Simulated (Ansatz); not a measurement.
# CsBiSe3 (model cell, started as cubic perovskite with Bi in the octahedra): phonons and vibrational spectra, part 2 of 3

Task: relax CsBiSe3 (model cell, started as cubic perovskite with Bi in the octahedra), then find its harmonic phonons.

Ansatz 0.2.0; DFT PBE, scalar-relativistic, plane waves, PAW; PAW set soft_1.

So far: Set-up; Relaxation, k-mesh 8×8×8.

The structure was built from a prototype and need not be the compound's stable phase.

### 3. Bringing the structure to rest, k-mesh 6×6×6

The relaxation is repeated from its end, on the mesh and smearing that suit the cell and gap now reached.

input.yaml reads:

```yaml
crystal:
  lattice:
    - [5.6578222177, 0.0, 0.0]
    - [0.0, 5.6578222177, 0.0]
    - [0.0, 0.0, 5.6578222177]
  atoms:
    - { symbol: Cs, position: [0.0, 0.0, 0.0] }
    - { symbol: Bi, position: [0.5, 0.5, 0.5] }
    - { symbol: Se, position: [0.5, 0.5, 0.0] }
    - { symbol: Se, position: [0.5, 0.0, 0.5] }
    - { symbol: Se, position: [0.0, 0.5, 0.5] }
kpoints:
  mp_grid: { grid: [6, 6, 6] }
hamiltonian:
  xc: pbe
  pseudopotentials: { kind: paw, azcp: { folder: soft_1 } }
scf:
  occupations: { method: gaussian, width: 0.1 }
output:
  forces: true
  stress: true
  eigenvalues: true
  write_density: true
  write_potential: true
  elf: true
  volumetric_format: npy
relax:
  adjacent_minimum: "off"
  f_tol: 0.005
  max_steps: 80
  cell: { stress_tol: 0.05 }
```

Launch:

```bash
$ ansatz run input.yaml --threads 4 --pin off --max-ram 16384MiB --backend cpu --events-out ev --progress --plain --runs-dir out
```

Numbers of over 12 decimals in the logs are rounded to 6 here.

The program printed:

```text
[...]
Crystal: 5 atoms, lattice volume = 181.112 Å³
Basis set: ecut = 420 eV, 3575 PW (Γ), exchange–correlation on 80×80×80 points (8 copies of the dense FFT grid, shifted against one another)
Bands: 44, of which v1, the nominal top of the filled ones, is band 36 counted from 1 (35 counted from 0)
Symmetry: 48 space group operations
[...]
k-points: 20 of 216
[...]
--- Relaxed structure (2 steps of the walk, 2 accepted, 1 SCFs on fresh bases) ---
[...]
cell:  # Å, volume = 180.4769 Å³
    - [5.651198, 0, 0]
    - [0, 5.651198, 0.0]
    - [0, 0.0, 5.651198]
  atoms:
    - { symbol: Cs, position: [0, 0, 0] }
    - { symbol: Bi, position: [0.5, 0.5, 0.5] }
    - { symbol: Se, position: [0.5, 0.5, 0] }
    - { symbol: Se, position: [0.5, 0, 0.5] }
    - { symbol: Se, position: [0, 0.5, 0.5] }
[key lines of the parts left out:]
SCF converged after 4 iterations
Free energy (F): -34478.856175 eV
Fermi energy:    5.011231 eV
P = ⅓ Tr σ = -0.0409 GPa (-0.409 kbar)
```

Elapsed: 9.4 s, on 4 threads of Arm Neoverse V1, shared host; peak memory 0.61 GiB; 35 s of CPU time.

Step by step:

| step | energy less that of the first step (eV) | largest force component (eV/Å) | pressure (GPa) | volume (Å³) |
| --- | --- | --- | --- | --- |
| 1 | 0.0000 | 0.0000 | -0.14 | 181.11 |
| 2 | -0.0004 | 0.0000 | -0.04 | 180.48 |
| 3* | -0.0004 | 0.0000 | -0.04 | 180.48 |

Relaxation steps marked * repeat the geometry before them on a plane-wave basis chosen anew for their cell, so energy and pressure can jump there.

Forces are held to the 48 operations that the run works with; a distortion that breaks them can't arise in this run.

| conventional cell, symmetrised | before | after | change |
| --- | --- | --- | --- |
| a (Å) | 5.658 | 5.651 | -0.1 % |
| b (Å) | 5.658 | 5.651 | -0.1 % |
| c (Å) | 5.658 | 5.651 | -0.1 % |
| volume (Å³/atom) | 36.22 | 36.10 | -0.4 % |

The relaxed structure:

```xyz
5
Lattice="5.6512 0.0000 0.0000 0.0000 5.6512 0.0000 0.0000 0.0000 5.6512" Properties=species:S:1:pos:R:3 pbc="T T T"
Cs    0.0000    0.0000    0.0000
Bi    2.8256    2.8256    2.8256
Se    2.8256    2.8256    0.0000
Se    2.8256    0.0000    2.8256
Se    0.0000    2.8256    2.8256
```

This step gave:

```yaml
pressure: -0.04095 GPa
volume_per_atom: 36.10 Å³
```

In this step the volume went from 36.22 to 36.10 Å³/atom.

### 4. Tight relaxation

Phonons need a cell at rest on their own settings, so the relaxation is repeated with tight tolerances on forces and stress, using the mesh and the filling of the phonon run that follows.

input.yaml reads:

```yaml
crystal:
  lattice:
    - [5.6511980684, 0.0, 0.0]
    - [0.0, 5.6511980684, 0.0]
    - [0.0, 0.0, 5.6511980684]
  atoms:
    - { symbol: Cs, position: [0.0, 0.0, 0.0] }
    - { symbol: Bi, position: [0.5, 0.5, 0.5] }
    - { symbol: Se, position: [0.5, 0.5, 0.0] }
    - { symbol: Se, position: [0.5, 0.0, 0.5] }
    - { symbol: Se, position: [0.0, 0.5, 0.5] }
kpoints:
  mp_grid: { grid: [6, 6, 6] }
hamiltonian:
  xc: pbe
  pseudopotentials: { kind: paw, azcp: { folder: soft_1 } }
scf:
  occupations: { method: methfessel_paxton, width: 0.2 }
output:
  forces: true
  stress: true
  eigenvalues: true
relax:
  adjacent_minimum: "off"
  f_tol: 0.001
  max_steps: 60
  cell: { stress_tol: 0.01 }
```

The program printed:

```text
[...]
Crystal: 5 atoms, lattice volume = 180.477 Å³
Basis set: ecut = 420 eV, 3575 PW (Γ), exchange–correlation on 80×80×80 points (8 copies of the dense FFT grid, shifted against one another)
Bands: 44, of which v1, the nominal top of the filled ones, is band 36 counted from 1 (35 counted from 0)
Symmetry: 48 space group operations
[...]
k-points: 20 of 216
[...]
--- Relaxed structure (3 steps of the walk, 3 accepted, 1 SCFs on fresh bases) ---
[...]
cell:  # Å, volume = 179.9589 Å³
    - [5.645787, 0, 0]
    - [0, 5.645787, 0.0]
    - [0, 0.0, 5.645787]
  atoms:
    - { symbol: Cs, position: [0, 0, 0] }
    - { symbol: Bi, position: [0.5, 0.5, 0.5] }
    - { symbol: Se, position: [0.5, 0.5, 0] }
    - { symbol: Se, position: [0.5, 0, 0.5] }
    - { symbol: Se, position: [0, 0.5, 0.5] }
[key lines of the parts left out:]
SCF converged after 6 iterations
Free energy (F): -34478.835361 eV
Fermi energy:    5.032437 eV
P = ⅓ Tr σ = 0.0003 GPa (0.003 kbar)
```

Wall time 12 s (4 threads); peak memory 0.61 GiB.

Little changed from the start: no atom moved by 0.005 Å and no cell edge by 0.1 %.

This step gave:

| Quantity | Value |
| --- | --- |
| pressure | 2.70e-4 GPa |
| volume per atom | 35.99 Å³ |

The forces vanish by symmetry and the pressure is 0.000 GPa, within the tolerances set. The cell now holds 35.99 Å³/atom.

### 5. Modes at Γ

The zone centre comes first: it holds the modes that light can see, as far as symmetry allows. No field response is asked, since the mesh shows no gap.

input.yaml, the sections that differ from step 4:

```yaml
crystal:
  lattice:
    - [5.6457865512, 0.0, 0.0]
    - [0.0, 5.6457865512, 0.0]
    - [0.0, 0.0, 5.6457865512]
  atoms:
    - { symbol: Cs, position: [0.0, 0.0, 0.0] }
    - { symbol: Bi, position: [0.5, 0.5, 0.5] }
    - { symbol: Se, position: [0.5, 0.5, 0.0] }
    - { symbol: Se, position: [0.5, 0.0, 0.5] }
    - { symbol: Se, position: [0.0, 0.5, 0.5] }
output:
  eigenvalues: true
phonons:
  method: dfpt
# kpoints, hamiltonian, scf: as in step 4
# relax: removed
```

The program printed:

```text
zone centre: on kpoints.mp_grid the ground state, and the responses unless they are solved on pairs of k-points, stand on 64 of the mesh's 216 k-points, reduced under 8 symmetry operations, with k and −k counted as one. Each operation leaves every solved displacement unchanged or reverses it
[...]
Crystal: 5 atoms, lattice volume = 179.959 Å³
Basis set: ecut = 420 eV, 3575 PW (Γ), exchange–correlation on 80×80×80 points (8 copies of the dense FFT grid, shifted against one another)
Bands: 44, of which v1, the nominal top of the filled ones, is band 36 counted from 1 (35 counted from 0)
Symmetry: 48 space group operations
k-points: 64 of 216 (irreducible under 8 space group operations)
[...]
SCF iter   1: F=—  HF=-34480.315122 eV  |F-HF|=—  |Δ(HF+E_count)|=         —  Δρ=2.70e-2  dr2=3.22e0  ethr=3.10e-3  ⟨swp⟩=7.5  Hψ=11705  notcnv=0
[...]
SCF iter  11: F=-34478.835361 eV  HF=-34478.835361 eV  |F-HF|=7.28e-12  |Δ(HF+E_count)|=  7.28e-12  S|Δr|=    0.00e0  Δρ=2.11e-8  dr2=5.73e-13  ethr=1.00e-12  ⟨swp⟩=14.0  Hψ=15173  notcnv=0
SCF 1 converged in 11 iterations: F = -34478.835361 eV  dr2 = 5.73e-13
[...]
DFPT response loops at Γ: preconditioner auto → Kerker (q_TF=auto, 2.342 Å⁻¹) (partly filled bands, converged f_vac=0.068); β = 1.00, the filter's whole step (`scf.mixing.beta` (0.50) is not read by the response loops under this deck's `scf.mixing.preconditioner`; to damp them name `kerker` or `kerker_dos`, under which they read `scf.mixing.beta`, and type it under 1.00, their step now; both keys bind the ground state too); Broyden in place of MSR1
SCF converged after 11 iterations
[...]
Free energy (F): -34478.835361 eV
[...]
Internal energy: -34478.842832 eV  (E = F + TS)
E sigma→0 (E₀):  -34478.837229 eV
Entropy (-TS):   0.007471 eV (1.494 meV/atom)
Fermi energy:    5.032437 eV
[...]
--- Band table (eV; the first three rows and the last of 64) ---
  k-point 0: bands = [... 32 lower, 4.6057, 4.6057, 4.8014, 4.8014, 4.8014, 9.2108, 9.8159, 9.8159, ... 4 higher]
  k-point 1: bands = [... 32 lower, 4.5338, 4.5338, 4.6855, 4.7381, 4.7381, 9.5940, 10.0325, 10.1287, ... 4 higher]
  k-point 2: bands = [... 32 lower, 4.3811, 4.3811, 4.6088, 4.6332, 4.6332, 8.5966, 10.4868, 10.6302, ... 4 higher]
  k-point 63: bands = [... 32 lower, 4.3220, 5.4516, 5.4516, 5.4516, 6.0528, 6.0528, 6.0528, 6.2749, ... 4 higher]
--- Phonons (Γ-DFPT): 4 representative perturbations + reference, on 64 of 216 k-points (Σ response iterations 13) ---
  k mesh reduced under 8 symmetry operations, with k and −k counted as one. Each operation leaves every solved displacement unchanged or reverses it
  ASR residual: 4.012e-5 → 0.000e0 eV/Å²; symmetrization residual: 2.894e-5 eV/Å²
  ASR residual per site (eV/Å²): 1.83e-5 3.23e-5 4.01e-5 4.01e-5 4.01e-5
  Γ frequencies (cm⁻¹): -47.96 -47.96 -47.96 -5.51 -5.51 -5.51 0.00 0.00 0.00 49.79 49.79 49.79 70.11 70.11 70.11
  non-analytic LO–TO correction: not included (Born effective charges unavailable; polar crystals: no LO–TO splitting at Γ)
```

The job ended after 75 s (4 threads; peak memory 1.9 GiB).

In the SCF lines HF is the Harris–Foulkes energy and dr2 the Hartree energy of the density residual, in eV; the loop may stop once dr2 is under the threshold and the program's other checks hold. Hψ counts applications of the Hamiltonian.

Numbers from this step:

| Item | Value |
| --- | --- |
| sum-rule residual before enforcement | 4.01e-5 eV/Å² |
| point group | m-3m |
| highest optical mode at the zone centre (no LO-TO term) | 70.11 cm⁻¹ |
| lowest optical zone-centre mode | -47.96 cm⁻¹ |

Patterns of degenerate modes are one choice out of their space. The modes at Γ (shares of kinetic energy by element, %) (negative means imaginary):

| mode | frequency (cm⁻¹) | symmetry | Cs % | Bi % | Se % |
| --- | --- | --- | --- | --- | --- |
| 1 | -48.0 | T1u | 3 | 43 | 54 |
| 2 | -48.0 | T1u | 3 | 43 | 54 |
| 3 | -48.0 | T1u | 3 | 43 | 54 |
| 4 | -5.5 | T2u | 0 | 0 | 100 |
| 5 | -5.5 | T2u | 0 | 0 | 100 |
| 6 | -5.5 | T2u | 0 | 0 | 100 |
| 7 | 0.0 | acoustic | 23 | 36 | 41 |
| 8 | 0.0 | acoustic | 23 | 36 | 41 |
| 9 | 0.0 | acoustic | 23 | 36 | 41 |
| 10 | 49.8 | T1u | 74 | 4 | 22 |
| 11 | 49.8 | T1u | 74 | 4 | 22 |
| 12 | 49.8 | T1u | 74 | 4 | 22 |
| 13 | 70.1 | T1u | 0 | 17 | 82 |
| 14 | 70.1 | T1u | 0 | 17 | 82 |
| 15 | 70.1 | T1u | 0 | 17 | 82 |

Displacements in mode 3 (-48.0 cm⁻¹), the largest set to 1:
```
Cs1 -0.27  0.00  0.00
Bi2  0.79  0.00  0.00
Se3 -1.00  0.00  0.00
Se4 -1.00  0.00  0.00
Se5  0.35  0.00  0.00
```

Displacements in mode 13 (70.1 cm⁻¹), the largest set to 1:
```
Cs1  0.01  0.00  0.00
Bi2 -0.29  0.00  0.00
Se3 -0.13  0.00  0.00
Se4 -0.13  0.00  0.00
Se5  1.00  0.00  0.00
```

Before it was imposed, the acoustic sum rule was missed by 4.0e-5 eV/Å². Small misses are needed for a sound result but don't prove that mesh and cutoff are converged. The lowest optical mode is imaginary, 48.0i cm⁻¹, so the energy falls along it.

[end of part 2 of 3]

[Logs are printed without paths, hosts, clocks, repeated set-up lines and the standing remarks that a program may print on its own settings, such as how far it seeks lower states.]

[Hosts, paths, dates, database ids (printed as entryN), source tags and the programs' standing remarks are cut or masked in the printed files.]
